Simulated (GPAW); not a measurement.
**Near-edge structure at the Ti K edge of TiC (Fm-3m)**

Aim: the dependence of the Ti K near-edge features of TiC (Fm-3m) on volume.

Method: X-ray absorption from dipole matrix elements to empty bands, plane-wave PAW PBE, in GPAW 26.7.0.

Most raw output is cut from this account.

The database entry behind the starting cell differs from later determinations by our own check (0.1 to 0.3 % short, probably kX units), so it need not match the best structure at ambient conditions.

## 1. Set-up

Symmetry: Fm-3m, No. 225, cubic system. The conventional cell has a = 4.319 Å, b = 4.319 Å, c = 4.319 Å, α = 90.00°, β = 90.00°, γ = 90.00°. Ti has 6 C at 2.16 Å nearest. C has 6 Ti at 2.16 Å nearest. Farther neighbours are not listed.

## 2. Ground state of the crystal

The ground state comes first: it tells whether the system has a gap, which decides how the excited electron is treated.

scf.py reads:

```python
import numpy as np
from ase import Atoms
from ase.parallel import parprint, paropen
from gpaw import GPAW, PW, FermiDirac, Mixer, MixerDif, setup_paths
from gpaw.test import gen
setup_paths.insert(0, '.')
gen('Ti', name='nch1s', xcname='PBE', corehole=(1, 0, 0), write_xml=True)
from gpaw.mpi import world
world.barrier()

atoms = Atoms('TiC',
    cell=[[0, 2.1593, 2.1593],
     [2.1593, 0, 2.1593],
     [2.1593, 2.1593, 0]],
    scaled_positions=[[0, 0, 0],
     [0.5, 0.5, 0.5]],
    pbc=True)
atoms.calc = calc = GPAW(legacy_gpaw=True, mode=PW(430, force_complex_dtype=True), xc='PBE', setups={0: 'nch1s'},
    kpts={'size': (10, 10, 10), 'gamma': True}, occupations=FermiDirac(0.05),
    charge=0, mixer=Mixer(0.1, 5, 50), maxiter=150,
    convergence={'density': 0.0001, 'eigenstates': 1e-6}, txt='scf.txt')
energy = atoms.get_potential_energy() + calc.get_reference_energy()
ef = calc.get_fermi_level()
out = dict(energy=energy, fermi=ef, forces=atoms.get_forces().tolist())
parprint(f'all-electron energy {energy:.4f} eV, Fermi level {ef:.4f} eV')
ev = np.array([[calc.get_eigenvalues(k, s) for k in range(len(calc.get_ibz_k_points()))] for s in range(calc.get_number_of_spins())])
out['homo'], out['lumo'], out['counts'] = ev[ev < ef].max(), ev[ev > ef].min(), sorted(set((ev < ef).sum((0, 2)).tolist()))
out['filled'] = (ev[:, 0] < ef).sum(1).tolist()
import json
with paropen('out.json', 'w') as f:
    json.dump(out, f)
```

On the command line:

```sh
$ OMP_NUM_THREADS=1 mpirun -n 4 gpaw python scf.py
```

Wall time 3.8 s (4 MPI ranks of Arm Neoverse V2, shared host); peak memory 0.16 GiB.

The mesh shows no gap, so the system is treated as a metal and the core electron is put at the Fermi level (neutral cell).

## 3. Reference energy of the supercell

The photon energy needs a difference of total energies, so the cell and mesh of the coming hole run are first run without a hole.

Changes to scf.py since step 2:

```diff
@@ -10,11 +10,25 @@
 
-atoms = Atoms('TiC',
-    cell=[[0, 2.1593, 2.1593],
-     [2.1593, 0, 2.1593],
-     [2.1593, 2.1593, 0]],
+atoms = Atoms('Ti8C8',
+    cell=[[0, 4.3186, 4.3186],
+     [4.3186, 0, 4.3186],
+     [4.3186, 4.3186, 0]],
     scaled_positions=[[0, 0, 0],
-     [0.5, 0.5, 0.5]],
+     [0, 0, 0.5],
+     [0, 0.5, 0],
+     [0.5, 0, 0],
+     [0, 0.5, 0.5],
+     [0.5, 0, 0.5],
+     [0.5, 0.5, 0],
+     [0.5, 0.5, 0.5],
+     [0.25, 0.25, 0.25],
+     [0.25, 0.25, 0.75],
+     [0.25, 0.75, 0.25],
+     [0.75, 0.25, 0.25],
+     [0.25, 0.75, 0.75],
+     [0.75, 0.25, 0.75],
+     [0.75, 0.75, 0.25],
+     [0.75, 0.75, 0.75]],
     pbc=True)
 atoms.calc = calc = GPAW(legacy_gpaw=True, mode=PW(430, force_complex_dtype=True), xc='PBE', setups={0: 'nch1s'},
-    kpts={'size': (10, 10, 10), 'gamma': True}, occupations=FermiDirac(0.05),
+    kpts={'size': (5, 5, 5), 'gamma': True}, occupations=FermiDirac(0.1),
     charge=0, mixer=Mixer(0.1, 5, 50), maxiter=150,
```

Wall time 33 s (4 MPI ranks); peak memory 0.25 GiB; 2.2 min of CPU time.

Reference energy: -194152.701 eV with the cores included.

## 4. Spectrum with XCH, Ti atom 1

The holes are 6.1 Å apart. In GPAW the data set carries the hole's charge, so charge=0 means a charged cell and charge=-1 a neutral one. The excited electron is kept in the cell, where it fills the lowest empty states and screens the hole. After the field has converged, empty bands are computed with the density fixed and the dipole matrix elements are summed.

The absorber has 6 C at 2.16 Å (octahedral, site symmetry m-3m).

xas.py reads:

```python
import numpy as np
from ase import Atoms
from ase.parallel import parprint, paropen
from gpaw import GPAW, PW, FermiDirac, Mixer, MixerDif, setup_paths
from gpaw.test import gen
setup_paths.insert(0, '.')
gen('Ti', name='fch1s', xcname='PBE', corehole=(1, 0, 1), write_xml=True)
from gpaw.mpi import world
world.barrier()

atoms = Atoms('Ti8C8',
    cell=[[0, 4.3186, 4.3186],
     [4.3186, 0, 4.3186],
     [4.3186, 4.3186, 0]],
    scaled_positions=[[0, 0, 0],
     [0, 0, 0.5],
     [0, 0.5, 0],
     [0.5, 0, 0],
     [0, 0.5, 0.5],
     [0.5, 0, 0.5],
     [0.5, 0.5, 0],
     [0.5, 0.5, 0.5],
     [0.25, 0.25, 0.25],
     [0.25, 0.25, 0.75],
     [0.25, 0.75, 0.25],
     [0.75, 0.25, 0.25],
     [0.25, 0.75, 0.75],
     [0.75, 0.25, 0.75],
     [0.75, 0.75, 0.25],
     [0.75, 0.75, 0.75]],
    pbc=True)
atoms.calc = calc = GPAW(legacy_gpaw=True, mode=PW(430, force_complex_dtype=True), xc='PBE', setups={0: 'fch1s'},
    kpts={'size': (5, 5, 5), 'gamma': True}, occupations=FermiDirac(0.1),
    charge=-1, mixer=Mixer(0.1, 5, 50), maxiter=150,
    convergence={'density': 0.0001, 'eigenstates': 1e-6}, txt='scf.txt')
energy = atoms.get_potential_energy() + calc.get_reference_energy()
ef = calc.get_fermi_level()
out = dict(energy=energy, fermi=ef, forces=atoms.get_forces().tolist())
parprint(f'all-electron energy {energy:.4f} eV, Fermi level {ef:.4f} eV')
ev = np.array([[calc.get_eigenvalues(k, s) for k in range(len(calc.get_ibz_k_points()))] for s in range(calc.get_number_of_spins())])
out['homo'], out['lumo'], out['counts'] = ev[ev < ef].max(), ev[ev > ef].min(), sorted(set((ev < ef).sum((0, 2)).tolist()))
out['filled'] = (ev[:, 0] < ef).sum(1).tolist()

from ase.units import Ha
from gpaw.xas import dipole_matrix_elements
nb = int(calc.get_number_of_electrons() / 2) + 139
top, nb = nb, nb + 8 + nb // 12
nscf = calc.fixed_density(kpts={'size': (7, 7, 7), 'gamma': True}, nbands=nb,
    convergence={'bands': top, 'eigenstates': 5e-3}, maxiter=60, txt='nscf.txt')
cell = atoms.cell.array
ops = [cell.T @ U.T @ np.linalg.inv(cell.T) for U in nscf.wfs.kd.symmetry.op_scc]
E = np.arange(-6, 34, 0.1)
fwhm = np.interp(E, [4, 25], [0.94, 3.5])
Y, X, zero, highest = 0, 0, 1e9, 1e9
for spin in range(nscf.get_number_of_spins()):
    wfs = nscf.wfs
    mine = wfs.bd.get_slice()  # this rank's bands
    A = dipole_matrix_elements(wfs.setups[0])
    eps = np.zeros((wfs.kd.nibzkpts, nb))
    d = np.zeros((3, A.shape[1], wfs.kd.nibzkpts, nb), complex)
    for kpt in wfs.kpt_u:
        if kpt.s == spin and 0 in kpt.P_ani:
            eps[kpt.k, mine] = kpt.eps_n * Ha
            d[:, :, kpt.k, mine] = (kpt.weight * wfs.nspins / 2) ** 0.5 * np.inner(A, kpt.P_ani[0])
    world.sum(eps)
    world.sum(d)
    T = np.einsum('amkn,bmkn->abkn', d, d.conj()).real
    T = sum(np.einsum('ai,ijkn,bj->abkn', R, T, R) for R in ops) / len(ops)
    empty = eps > ef
    zero, highest = min(zero, eps[empty].min()), min(highest, eps[:, top - 1].min())
    lines = [(eps, T, empty)] if spin == 0 else lines + [(eps, T, empty)]
for eps, T, empty in lines:
    f = np.einsum('aakn->akn', T).reshape(3, -1)
    x = eps.ravel() - zero
    w = np.interp(x, E, fwhm) / 2.35482
    g = np.exp(-0.5 * ((E[:, None] - x) / w) ** 2) / (w * (2 * np.pi) ** 0.5)
    Y = Y + (f * empty.ravel()) @ g.T
    X = X + (f * ~empty.ravel()) @ g.T
out.update(E=E.round(2).tolist(), xas=Y.tolist(), xes=X.tolist(), zero=zero, valid=highest - zero, nk=len(eps), nb=nb)
for i in range(0, len(E), 10):
    parprint(f'{E[i]:7.2f}', *(f'{v:10.3e}' for v in Y[:, i]))
import json
with paropen('out.json', 'w') as f:
    json.dump(out, f)
```

On the command line:

```sh
$ OMP_NUM_THREADS=1 mpirun -n 4 gpaw python xas.py
```

It took 1.9 min on 4 MPI ranks; peak memory 0.42 GiB; 7.7 min of CPU time.

The Ti K spectrum, Ti atom 1, excited-electron core hole (neutral cell) (energy from the lowest empty level; intensity scaled to a mean of 1 over the first 20 eV):

```tsv
E (eV)	intensity
-2.0	0.00
-1.0	0.00
0.0	0.16
1.0	0.14
2.0	0.15
3.0	0.32
4.0	0.38
5.0	0.39
6.0	0.55
7.0	0.31
8.0	0.10
9.0	0.26
10.0	0.60
11.0	1.00
12.0	1.15
13.0	1.37
14.0	1.87
15.0	1.93
16.0	1.92
17.0	2.21
18.0	2.35
19.0	2.04
20.0	1.61
21.0	1.37
22.0	1.19
23.0	1.02
24.0	0.91
25.0	0.87
26.0	0.92
27.0	1.10
28.0	1.37
29.0	1.54
30.0	1.53
31.0	1.42
32.0	1.31
```

Main maxima below 30 eV (height): 0.4 eV (0.21), 3.6 eV (0.45), 6.0 eV (0.55), 14.6 eV (1.97), 17.8 eV (2.36) and 29.4 eV (1.56). A K edge sees empty p states. The weak features of the first eV are p character mixed into the empty d bands; the main 4p edge lies above them.

The total-energy difference is 4983.38 eV. One term is added: -22.82 eV, since the hole is spin-paired here and a spin-polarised one costs that much less in the free atom (computed apart). The photon energy is then 4960.56 eV. The tabulated edge of the element is 4966 eV. The functional leaves an error of a few eV in such absolute values.

## 5. Reference energy of the supercell

The cell changes for the next run, so it gets a reference energy of its own.

The cell differs from the one that the last finished run ended in (a 6.107 → 5.983 Å, b 6.107 → 5.983 Å, c 6.107 → 5.983 Å).

Changes to scf.py since step 3:

```diff
@@ -11,5 +11,5 @@
 atoms = Atoms('Ti8C8',
-    cell=[[0, 4.3186, 4.3186],
-     [4.3186, 0, 4.3186],
-     [4.3186, 4.3186, 0]],
+    cell=[[0, 4.23044057, 4.23044057],
+     [4.23044057, 0, 4.23044057],
+     [4.23044057, 4.23044057, 0]],
     scaled_positions=[[0, 0, 0],
```

On the command line:

```sh
$ OMP_NUM_THREADS=1 mpirun -n 4 gpaw python scf.py
```

It took 42 s on 4 MPI ranks; peak memory 0.25 GiB.

Reference energy: -194151.901 eV with the cores included.

## 6. Spectrum with XCH, Ti atom 1

Shorter bonds are expected to push antibonding states and scattering resonances up, and longer ones down; the cell is scaled to test that.

Changed against the first core-hole run: volume scale from 1 to 0.94.

Changes to xas.py since step 4:

```diff
@@ -11,5 +11,5 @@
 atoms = Atoms('Ti8C8',
-    cell=[[0, 4.3186, 4.3186],
-     [4.3186, 0, 4.3186],
-     [4.3186, 4.3186, 0]],
+    cell=[[0, 4.23044057, 4.23044057],
+     [4.23044057, 0, 4.23044057],
+     [4.23044057, 4.23044057, 0]],
     scaled_positions=[[0, 0, 0],
@@ -45,3 +45,3 @@
 from gpaw.xas import dipole_matrix_elements
-nb = int(calc.get_number_of_electrons() / 2) + 139
+nb = int(calc.get_number_of_electrons() / 2) + 133
 top, nb = nb, nb + 8 + nb // 12
```

On the command line:

```sh
$ OMP_NUM_THREADS=1 mpirun -n 4 gpaw python xas.py
```

Run time: 1.9 min. Hardware: 4 MPI ranks; peak memory 0.42 GiB.

```tsv
E (eV)	first run	this run
-2.0	0.00	0.00
-1.0	0.00	0.00
0.0	0.16	0.18
1.0	0.14	0.16
2.0	0.15	0.16
3.0	0.32	0.28
4.0	0.38	0.49
5.0	0.39	0.32
6.0	0.55	0.57
7.0	0.31	0.53
8.0	0.10	0.19
9.0	0.26	0.18
10.0	0.60	0.44
11.0	1.00	0.81
12.0	1.15	1.14
13.0	1.37	1.27
14.0	1.87	1.65
15.0	1.93	2.00
16.0	1.92	1.94
17.0	2.21	2.03
18.0	2.35	2.30
19.0	2.04	2.37
20.0	1.61	2.08
21.0	1.37	1.71
22.0	1.19	1.47
23.0	1.02	1.28
24.0	0.91	1.09
25.0	0.87	0.97
26.0	0.92	0.92
27.0	1.10	0.94
28.0	1.37	1.09
29.0	1.54	1.36
30.0	1.53	1.58
31.0	1.42	1.62
32.0	1.31	1.52
```

The scaled spectrum changes by 15 % r.m.s. A shift of +0.6 eV leaves 8 %. The highest intensity below 24 eV goes from 17.8 eV (2.36) to 18.7 eV (2.39).

The photon energy of the zero moves by -0.25 eV.

## 7. Reference energy of the supercell

The cell differs from the one that the last finished run ended in (a 5.983 → 6.046 Å, b 5.983 → 6.046 Å, c 5.983 → 6.046 Å).

Changes to scf.py since step 5:

```diff
@@ -11,5 +11,5 @@
 atoms = Atoms('Ti8C8',
-    cell=[[0, 4.23044057, 4.23044057],
-     [4.23044057, 0, 4.23044057],
-     [4.23044057, 4.23044057, 0]],
+    cell=[[0, 4.2749748, 4.2749748],
+     [4.2749748, 0, 4.2749748],
+     [4.2749748, 4.2749748, 0]],
     scaled_positions=[[0, 0, 0],
```

On the command line:

```sh
$ OMP_NUM_THREADS=1 mpirun -n 4 gpaw python scf.py
```

Wall time 33 s (4 MPI ranks); peak memory 0.25 GiB.

Reference energy: -194152.439 eV with the cores included.

## 8. Spectrum with XCH, Ti atom 1

Changed against the first core-hole run: volume scale from 1 to 0.97.

Changes to xas.py since step 6:

```diff
@@ -11,5 +11,5 @@
 atoms = Atoms('Ti8C8',
-    cell=[[0, 4.23044057, 4.23044057],
-     [4.23044057, 0, 4.23044057],
-     [4.23044057, 4.23044057, 0]],
+    cell=[[0, 4.2749748, 4.2749748],
+     [4.2749748, 0, 4.2749748],
+     [4.2749748, 4.2749748, 0]],
     scaled_positions=[[0, 0, 0],
@@ -45,3 +45,3 @@
 from gpaw.xas import dipole_matrix_elements
-nb = int(calc.get_number_of_electrons() / 2) + 133
+nb = int(calc.get_number_of_electrons() / 2) + 136
 top, nb = nb, nb + 8 + nb // 12
```

On the command line:

```sh
$ OMP_NUM_THREADS=1 mpirun -n 4 gpaw python xas.py
```

Elapsed: 1.8 min, on 4 MPI ranks; peak memory 0.42 GiB.

```tsv
E (eV)	first run	this run
-2.0	0.00	0.00
-1.0	0.00	0.00
0.0	0.16	0.16
1.0	0.14	0.15
2.0	0.15	0.15
3.0	0.32	0.30
4.0	0.38	0.43
5.0	0.39	0.35
6.0	0.55	0.56
7.0	0.31	0.43
8.0	0.10	0.12
9.0	0.26	0.22
10.0	0.60	0.52
11.0	1.00	0.92
12.0	1.15	1.16
13.0	1.37	1.30
14.0	1.87	1.77
15.0	1.93	1.98
16.0	1.92	1.91
17.0	2.21	2.11
18.0	2.35	2.35
19.0	2.04	2.23
20.0	1.61	1.82
21.0	1.37	1.51
22.0	1.19	1.32
23.0	1.02	1.13
24.0	0.91	0.98
25.0	0.87	0.90
26.0	0.92	0.89
27.0	1.10	0.99
28.0	1.37	1.23
29.0	1.54	1.49
30.0	1.53	1.59
31.0	1.42	1.52
32.0	1.31	1.40
```

Against the first run the r.m.s. difference is 7 %. The highest intensity below 24 eV goes from 17.8 eV (2.36) to 18.2 eV (2.37).

The photon energy of the zero moves by -0.12 eV.

## 9. Reference energy of the supercell

The cell differs from the one that the last finished run ended in (a 6.046 → 6.168 Å, b 6.046 → 6.168 Å, c 6.046 → 6.168 Å).

Changes to scf.py since step 7:

```diff
@@ -11,5 +11,5 @@
 atoms = Atoms('Ti8C8',
-    cell=[[0, 4.2749748, 4.2749748],
-     [4.2749748, 0, 4.2749748],
-     [4.2749748, 4.2749748, 0]],
+    cell=[[0, 4.3613612, 4.3613612],
+     [4.3613612, 0, 4.3613612],
+     [4.3613612, 4.3613612, 0]],
     scaled_positions=[[0, 0, 0],
```

On the command line:

```sh
$ OMP_NUM_THREADS=1 mpirun -n 4 gpaw python scf.py
```

Run time: 40 s. Hardware: 4 MPI ranks; peak memory 0.25 GiB; 2.7 min of CPU time.

Reference energy: -194152.718 eV with the cores included.

## 10. Spectrum with XCH, Ti atom 1

Changed against the first core-hole run: volume scale from 1 to 1.03.

Changes to xas.py since step 8:

```diff
@@ -11,5 +11,5 @@
 atoms = Atoms('Ti8C8',
-    cell=[[0, 4.2749748, 4.2749748],
-     [4.2749748, 0, 4.2749748],
-     [4.2749748, 4.2749748, 0]],
+    cell=[[0, 4.3613612, 4.3613612],
+     [4.3613612, 0, 4.3613612],
+     [4.3613612, 4.3613612, 0]],
     scaled_positions=[[0, 0, 0],
@@ -45,3 +45,3 @@
 from gpaw.xas import dipole_matrix_elements
-nb = int(calc.get_number_of_electrons() / 2) + 136
+nb = int(calc.get_number_of_electrons() / 2) + 142
 top, nb = nb, nb + 8 + nb // 12
```

On the command line:

```sh
$ OMP_NUM_THREADS=1 mpirun -n 4 gpaw python xas.py
```

Wall time 2.3 min (4 MPI ranks); peak memory 0.43 GiB.

```tsv
E (eV)	first run	this run
-2.0	0.00	0.00
-1.0	0.00	0.00
0.0	0.16	0.15
1.0	0.14	0.13
2.0	0.15	0.15
3.0	0.32	0.34
4.0	0.38	0.33
5.0	0.39	0.43
6.0	0.55	0.53
7.0	0.31	0.20
8.0	0.10	0.10
9.0	0.26	0.32
10.0	0.60	0.70
11.0	1.00	1.07
12.0	1.15	1.14
13.0	1.37	1.49
14.0	1.87	1.94
15.0	1.93	1.88
16.0	1.92	2.00
17.0	2.21	2.32
18.0	2.35	2.26
19.0	2.04	1.80
20.0	1.61	1.44
21.0	1.37	1.25
22.0	1.19	1.08
23.0	1.02	0.94
24.0	0.91	0.87
25.0	0.87	0.88
26.0	0.92	1.00
27.0	1.10	1.24
28.0	1.37	1.47
29.0	1.54	1.53
30.0	1.53	1.45
31.0	1.42	1.32
32.0	1.31	1.24
```

The scaled spectrum changes by 7 % r.m.s. The highest intensity below 24 eV goes from 17.8 eV (2.36) to 17.4 eV (2.36).

The photon energy of the zero moves by +0.11 eV.

## 11. Supercell without a hole, the energy reference

The cell differs from the one that the last finished run ended in (a 6.168 → 6.227 Å, b 6.168 → 6.227 Å, c 6.168 → 6.227 Å).

Changes to scf.py since step 9:

```diff
@@ -11,5 +11,5 @@
 atoms = Atoms('Ti8C8',
-    cell=[[0, 4.3613612, 4.3613612],
-     [4.3613612, 0, 4.3613612],
-     [4.3613612, 4.3613612, 0]],
+    cell=[[0, 4.40329993, 4.40329993],
+     [4.40329993, 0, 4.40329993],
+     [4.40329993, 4.40329993, 0]],
     scaled_positions=[[0, 0, 0],
```

On the command line:

```sh
$ OMP_NUM_THREADS=1 mpirun -n 4 gpaw python scf.py
```

Elapsed: 52 s, on 4 MPI ranks; peak memory 0.26 GiB.

Reference energy: -194152.526 eV with the cores included.

## 12. Spectrum with XCH, Ti atom 1

Changed against the first core-hole run: volume scale from 1 to 1.06.

Changes to xas.py since step 10:

```diff
@@ -11,5 +11,5 @@
 atoms = Atoms('Ti8C8',
-    cell=[[0, 4.3613612, 4.3613612],
-     [4.3613612, 0, 4.3613612],
-     [4.3613612, 4.3613612, 0]],
+    cell=[[0, 4.40329993, 4.40329993],
+     [4.40329993, 0, 4.40329993],
+     [4.40329993, 4.40329993, 0]],
     scaled_positions=[[0, 0, 0],
@@ -45,3 +45,3 @@
 from gpaw.xas import dipole_matrix_elements
-nb = int(calc.get_number_of_electrons() / 2) + 142
+nb = int(calc.get_number_of_electrons() / 2) + 144
 top, nb = nb, nb + 8 + nb // 12
```

On the command line:

```sh
$ OMP_NUM_THREADS=1 mpirun -n 4 gpaw python xas.py
```

Run time: 2.1 min. Hardware: 4 MPI ranks; peak memory 0.44 GiB.

```tsv
E (eV)	first run	this run
-2.0	0.00	0.00
-1.0	0.00	0.00
0.0	0.16	0.15
1.0	0.14	0.12
2.0	0.15	0.15
3.0	0.32	0.37
4.0	0.38	0.30
5.0	0.39	0.46
6.0	0.55	0.48
7.0	0.31	0.12
8.0	0.10	0.12
9.0	0.26	0.39
10.0	0.60	0.81
11.0	1.00	1.10
12.0	1.15	1.15
13.0	1.37	1.65
14.0	1.87	1.96
15.0	1.93	1.87
16.0	1.92	2.13
17.0	2.21	2.37
18.0	2.35	2.08
19.0	2.04	1.59
20.0	1.61	1.31
21.0	1.37	1.14
22.0	1.19	0.99
23.0	1.02	0.89
24.0	0.91	0.86
25.0	0.87	0.92
26.0	0.92	1.11
27.0	1.10	1.36
28.0	1.37	1.51
29.0	1.54	1.48
30.0	1.53	1.35
31.0	1.42	1.25
32.0	1.31	1.19
```

Against the first run the r.m.s. difference is 14 %. A shift of -0.6 eV leaves 6 %. The highest intensity below 24 eV goes from 17.8 eV (2.36) to 17.0 eV (2.37).

The photon energy of the zero moves by +0.21 eV.

## 13. The volumes side by side

```tsv
volume	nearest distance (Å)	shift of the zero (eV)	maximum 1 (eV above own zero)	maximum 2 (eV above own zero)	maximum 3 (eV above own zero)
0.94	2.115	-0.25	6.2	15.2	18.7
0.97	2.137	-0.12	6.1	14.9	18.2
1	2.159	+0.00	6.0	14.6	17.8
1.03	2.181	+0.11	5.8	14.2	17.4
1.06	2.202	+0.21	5.6	13.9	17.0
```

The curves, each shifted by its zero's change so that they share one photon-energy axis, counted from the zero at V × 1:

```tsv
E (eV)	V × 0.94	V × 0.97	V × 1	V × 1.03	V × 1.06
-2.0	0.00	0.00	0.00	0.00	0.00
-1.0	0.01	0.01	0.00	0.00	0.00
0.0	0.23	0.19	0.16	0.13	0.10
1.0	0.14	0.14	0.14	0.14	0.14
2.0	0.18	0.16	0.15	0.14	0.13
3.0	0.35	0.33	0.32	0.31	0.30
4.0	0.42	0.39	0.38	0.36	0.34
5.0	0.39	0.39	0.39	0.40	0.41
6.0	0.58	0.56	0.55	0.54	0.52
7.0	0.46	0.38	0.31	0.24	0.18
8.0	0.14	0.11	0.10	0.09	0.09
9.0	0.23	0.25	0.26	0.29	0.32
10.0	0.52	0.56	0.60	0.65	0.71
11.0	0.91	0.96	1.00	1.04	1.07
12.0	1.18	1.17	1.15	1.14	1.12
13.0	1.33	1.34	1.37	1.43	1.51
14.0	1.77	1.82	1.87	1.92	1.95
15.0	2.00	1.97	1.93	1.90	1.87
16.0	1.94	1.91	1.92	1.97	2.05
17.0	2.10	2.15	2.21	2.29	2.36
18.0	2.35	2.36	2.35	2.29	2.18
19.0	2.32	2.19	2.04	1.85	1.68
20.0	1.98	1.78	1.61	1.47	1.35
21.0	1.64	1.48	1.37	1.26	1.18
22.0	1.43	1.29	1.19	1.10	1.02
23.0	1.23	1.11	1.02	0.95	0.90
24.0	1.05	0.97	0.91	0.87	0.86
25.0	0.95	0.90	0.87	0.87	0.90
26.0	0.91	0.90	0.92	0.98	1.06
27.0	0.96	1.02	1.10	1.21	1.31
28.0	1.15	1.26	1.37	1.45	1.49
29.0	1.43	1.51	1.54	1.54	1.50
30.0	1.61	1.59	1.53	1.46	1.38
31.0	1.60	1.50	1.42	1.34	1.26
32.0	1.48	1.38	1.31	1.24	1.19
```

## 14. Outcome

| Quantity | Value |
| --- | --- |
| absorber and edge | Ti K, atom 1 of the ground-state input (counted from 1) |
| surroundings | 6 C at 2.16 Å (octahedral, site symmetry m-3m) |
| highest intensity below 24 eV | 17.8 eV above the zero, height 2.36 |
| photon energy of the zero, with the added terms | 4960.6 eV (raw 4983.4 eV; uncertain by a few eV) |

What this shows: From V × 0.94 to V × 1.06 the nearest distance grows by 0.086 Å and the zero moves by +0.46 eV. Above their own zero, the maxima move from 6.2 to 5.6 eV, from 15.2 to 13.9 eV and from 18.7 to 17.0 eV. The one highest in energy moves most, in the direction that the rule ΔE·R² ≈ constant for scattering resonances gives. The Ti K edge of atom 1, with 6 C at 2.16 Å (octahedral, site symmetry m-3m), has its highest intensity of the first 24 eV at 17.8 eV above the zero, near 4978 eV in photon energy (uncertain by a few eV), 2.4 times the mean level of the first 20 eV (Gaussian full width 0.94 eV up to 4 eV, rising linearly to 3.5 eV at 25 eV). The strongest dipole feature below the main edge lies at 6.0 eV (height 0.55); the site has an inversion centre, so it comes from p states mixed with the neighbours' empty states, not from local p–d mixing. Quadrupole 1s→3d transitions, which feed the pre-edge, are not in the dipole spectrum. The holes are only 6.1 Å apart, so the shape is probably not converged with cell size; no larger cell was run here. Lifetime broadening is put in by hand, and intensities beyond about 20 eV depend on it and on the partial waves. The structure is a published determination, not relaxed.

[Logs are printed without paths, hosts, clocks, repeated set-up lines and the standing remarks that a program may print on its own settings, such as how far it seeks lower states.]

[Hosts, paths, dates, database ids (printed as entryN), source tags and the programs' standing remarks are cut or masked in the printed files.]

[Lists of maxima count a maximum above −3 eV only where it reaches 4 % of the highest in the window and stands out from its surroundings by 2 % of it (1.5 % where it reaches 55 %); shoulders and weaker maxima are passed over, and of the rest the first, up to two pre-edge ones and the few strongest are named.]
